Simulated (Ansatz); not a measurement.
# (BeO)2(BN)2 [0001] superlattice, started as wurtzite: relaxing the cell for a phonon run, part 2 of 2

Task: relax (BeO)2(BN)2 [0001] superlattice, started as wurtzite tightly.

Ansatz 0.2.0; DFT LDA, scalar-relativistic, plane waves, PAW.

So far. Step 2 (Probe on a coarse mesh): The coarse mesh shows no gap and a pressure of -3.7 GPa.

The structure was built from a prototype and need not be the compound's stable phase.

## (4) Bringing the structure to rest (continued)

ELF in the ac plane at fractional y = 0.333, with atoms of B and Be and N and O within 0.2 Å of it. It is the smooth field of the valence electrons, not physical close to the nuclei.

Values, 24 rows by 14 columns, each cell a mean:
```
0.76 0.47 0.20 0.25 0.57 0.81 0.85 0.80 0.60 0.40 0.44 0.68 0.83 0.85
0.74 0.46 0.20 0.25 0.56 0.79 0.82 0.72 0.37 0.10 0.15 0.49 0.78 0.82
0.54 0.28 0.12 0.15 0.37 0.62 0.75 0.77 0.71 0.64 0.65 0.73 0.77 0.72
0.29 0.13 0.07 0.08 0.17 0.36 0.57 0.73 0.81 0.84 0.84 0.79 0.68 0.51
0.31 0.26 0.23 0.23 0.27 0.34 0.37 0.33 0.28 0.26 0.26 0.29 0.34 0.36
0.63 0.61 0.59 0.59 0.62 0.63 0.56 0.34 0.09 0.02 0.02 0.13 0.41 0.61
0.73 0.72 0.70 0.70 0.72 0.72 0.67 0.54 0.32 0.19 0.21 0.37 0.59 0.70
0.57 0.62 0.63 0.63 0.60 0.55 0.46 0.36 0.26 0.21 0.22 0.27 0.38 0.49
0.33 0.46 0.53 0.51 0.43 0.30 0.18 0.11 0.08 0.07 0.07 0.08 0.12 0.20
0.21 0.29 0.35 0.34 0.27 0.20 0.18 0.20 0.24 0.27 0.27 0.23 0.18 0.17
0.41 0.29 0.22 0.23 0.32 0.45 0.58 0.68 0.73 0.75 0.75 0.72 0.65 0.53
0.65 0.42 0.24 0.27 0.50 0.72 0.80 0.78 0.65 0.51 0.54 0.70 0.79 0.78
0.61 0.35 0.17 0.20 0.44 0.69 0.79 0.76 0.61 0.44 0.48 0.67 0.78 0.77
0.45 0.19 0.08 0.09 0.26 0.55 0.76 0.84 0.87 0.87 0.87 0.86 0.82 0.70
0.19 0.06 0.03 0.03 0.09 0.26 0.49 0.67 0.77 0.81 0.80 0.75 0.62 0.41
0.03 0.02 0.02 0.02 0.02 0.04 0.08 0.15 0.22 0.26 0.26 0.20 0.12 0.06
0.10 0.15 0.18 0.17 0.14 0.10 0.06 0.05 0.04 0.04 0.04 0.04 0.05 0.07
0.42 0.48 0.51 0.51 0.46 0.39 0.28 0.16 0.08 0.05 0.05 0.08 0.18 0.31
0.65 0.69 0.70 0.69 0.67 0.61 0.48 0.26 0.06 0.01 0.02 0.08 0.31 0.55
0.71 0.74 0.73 0.73 0.72 0.67 0.52 0.23 0.02 0.00 0.00 0.03 0.29 0.61
0.58 0.63 0.64 0.64 0.61 0.54 0.38 0.15 0.02 0.00 0.01 0.02 0.19 0.45
0.27 0.32 0.35 0.35 0.31 0.25 0.19 0.15 0.13 0.13 0.13 0.13 0.15 0.20
0.19 0.13 0.12 0.12 0.15 0.21 0.30 0.40 0.48 0.52 0.51 0.45 0.37 0.27
0.52 0.27 0.13 0.16 0.35 0.59 0.72 0.76 0.75 0.74 0.74 0.76 0.75 0.68
```
Columns run along a (2.6 Å), rows up along c (9.0 Å). Atoms in or near the plane, at fractional coordinates: B at (0.67, 0.77), Be at (0.67, 0.16), N at (0.67, 0.93), O at (0.67, 0.48).

Electrostatic potential energy in the ac plane at fractional y = 0.333, with atoms of B and Be and N and O within 0.2 Å of it. With pseudopotentials it is smooth inside the atoms' cores, unlike the true potential.

Values in eV, 24 rows by 14 columns, each cell a mean:
```
  7   6   4   4   6   7  -1 -19 -37 -42 -41 -31 -13   3
  8   9   8   8   8   7  -7 -30 -48 -48 -48 -45 -22  -1
 10  11  11  11  11  10   4 -10 -25 -32 -31 -21  -5   7
 10  11  11  11  11   9   6  -1 -10 -16 -14  -7   2   7
  7   9  10  10   9   5  -5 -24 -39 -44 -43 -35 -17   0
  5   7   8   8   7   3  -9 -31 -46 -48 -48 -44 -24  -4
  6   5   3   3   5   5   1 -10 -22 -28 -27 -18  -6   3
  8   6   4   4   6   8   7   6   4   2   3   5   7   8
  9   8   7   7   8   9   9   9   9   9   9   9   9   9
  6   5   4   4   5   7   8   9   9   9   9   9   8   8
  3   0  -2  -2   1   3   4   0  -8 -12 -11  -5   2   4
  3   1   0   0   1   3  -9 -27 -36 -42 -42 -34 -21  -3
  6   6   6   6   6   5 -11 -29 -40 -45 -44 -36 -24  -4
 10  10  10  10  10  10   6  -6 -16 -21 -20 -13  -1   8
 12  12  12  12  12  12  12  11  10   9  10  11  12  12
 13  13  13  13  13  13  13  13  13  13  13  13  13  13
 13  13  13  13  13  13  12  12  11  11  11  11  12  12
 11  12  12  12  12  11   9   8   6   4   5   6   8  10
  8   9   8   8   8   7   3  -5 -14 -18 -18 -11  -2   5
  5   6   4   3   5   4  -6 -21 -33 -41 -39 -30 -16  -2
  6   7   8   7   7   5  -4 -18 -29 -36 -35 -26 -13   0
  8   9   9   9   9   7   5   0  -6 -10  -9  -4   2   6
  9   9   8   8   9   9   9   8   7   7   7   8   8   9
  8   6   5   5   7   8   8   6   1  -3  -2   2   7   9
```
Columns run along a (2.6 Å; values clipped at the 3rd and 97th percentile), rows up along c (9.0 Å). Atoms in or near the plane, at fractional coordinates: B at (0.67, 0.77), Be at (0.67, 0.16), N at (0.67, 0.93), O at (0.67, 0.48).

Valence density in the ac plane at fractional y = 0.333, with atoms of B and Be and N and O within 0.2 Å of it. It is the smooth field of the valence electrons, not physical close to the nuclei.

Ten steps, logarithmic in the rise over the least value, from '0' (0.0 e/Å³) to '9' (7.1 e/Å³), each cell a mean:
```
43334567888775
43334567888876
43223456777765
32222345666654
33333344555544
44444444433444
55555544444444
44554443333334
33443322222223
33333333333333
43333445676654
44334568999876
43233568999976
32112356788764
10000123444432
00000001111100
00110000000000
22332221111112
44444433211233
45555443211234
44444433211233
33333322222222
22222233333333
33223345566554
```
Columns run along a (2.6 Å), rows up along c (9.0 Å). Atoms in or near the plane, at fractional coordinates: B at (0.67, 0.77), Be at (0.67, 0.16), N at (0.67, 0.93), O at (0.67, 0.48).

In this step the volume went from 6.76 to 6.77 Å³/atom.

## (5) Tight relaxation

Phonons need a cell at rest on their own settings, so the relaxation is repeated with tight tolerances on forces and stress, using the mesh and the filling of the phonon run that follows.

Input file input.yaml:

```yaml
crystal:
  lattice:
    - [2.6339140993, 0.0, 0.0]
    - [-1.3169570497, 2.2810365214, 0.0]
    - [0.0, 0.0, 9.0154830935]
  atoms:
    - { symbol: B, position: [0.3333333333, 0.6666666667, 0.540091936] }
    - { symbol: B, position: [0.6666666667, 0.3333333333, 0.7717658408] }
    - { symbol: Be, position: [0.3333333333, 0.6666666667, -0.0228654001] }
    - { symbol: Be, position: [0.6666666667, 0.3333333333, 0.1625527714] }
    - { symbol: "N", position: [0.3333333333, 0.6666666667, 0.7038376757] }
    - { symbol: "N", position: [0.6666666667, 0.3333333333, 0.9336826924] }
    - { symbol: O, position: [0.3333333333, 0.6666666667, 0.1788651063] }
    - { symbol: O, position: [0.6666666667, 0.3333333333, 0.4820693775] }
kpoints:
  mp_grid: { grid: [12, 12, 4] }
hamiltonian:
  xc: lda
scf:
  occupations: { method: fixed }
output:
  forces: true
  stress: true
  eigenvalues: true
relax:
  adjacent_minimum: "off"
  f_tol: 0.001
  max_steps: 60
  cell: { stress_tol: 0.01 }
```

Launch:

```bash
> ansatz run input.yaml --threads 8 --pin off --max-ram 14336MiB --backend cpu --events-out ev --progress --plain --runs-dir out
```

Numbers of over 12 decimals in the logs are rounded to 6 here.

The program printed:

```text
[...]
Crystal: 8 atoms, lattice volume = 54.166 Å³
Basis set: ecut = 420 eV, 1069 PW (Γ)
Bands: 24, of which v1, the nominal top of the filled ones, is band 16 counted from 1 (15 counted from 0)
Symmetry: 6 space group operations
[...]
k-points: 69 of 576 (time reversal used)
[...]
atoms:
    - { symbol: B, position: [0.333333, 0.666667, 0.540245] }
    - { symbol: B, position: [0.666667, 0.333333, 0.771785] }
    - { symbol: Be, position: [0.333333, 0.666667, -0.022980] }
    - { symbol: Be, position: [0.666667, 0.333333, 0.162487] }
    - { symbol: N, position: [0.333333, 0.666667, 0.703891] }
    - { symbol: N, position: [0.666667, 0.333333, 0.933603] }
    - { symbol: O, position: [0.333333, 0.666667, 0.178722] }
    - { symbol: O, position: [0.666667, 0.333333, 0.482246] }
[key lines of the parts left out:]
SCF converged after 6 iterations
Free energy (F): -2342.704426 eV
Fermi energy:    9.621557 eV
P = ⅓ Tr σ = 0.0016 GPa (0.016 kbar)
```

The job ended after 7.3 s (8 threads of Intel Xeon 6975P-C (Granite Rapids), shared host; peak memory 0.57 GiB).

Little changed from the start: no atom moved by 0.005 Å and no cell edge by 0.1 %.

This step gave:

* pressure: 0.001578 GPa
* gap on the k-mesh: 2.429 eV
* volume per atom: 6.774 Å³
* direct gap on mesh: 2.473 eV

The largest force component left is 0.15 meV/Å and the pressure is 0.002 GPa, within the tolerances set. The cell now holds 6.77 Å³/atom.

## (6) What came out

```yaml
space_group_after_relaxation_within_0p01_a: P3m1
lattice_constant_a: 2.634 Å
lattice_constant_b: 2.634 Å
lattice_constant_c: 9.021 Å
volume_per_atom: 6.77 Å³
gap_on_the_k_mesh: 2.43 eV
```

**Reading.** The largest force component left is 0.15 meV/Å and the pressure is 0.002 GPa, within the tolerances set. The cell now holds 6.77 Å³/atom. The relaxation keeps the symmetry of its start, so it says nothing on stability against lower symmetry. The starting cell was built on a prototype and not taken from a measurement, so the phase need not exist.

[Logs are printed without paths, hosts, clocks, repeated set-up lines and the standing remarks that a program may print on its own settings, such as how far it seeks lower states.]

[Hosts, paths, dates, database ids (printed as entryN), source tags and the programs' standing remarks are cut or masked in the printed files.]
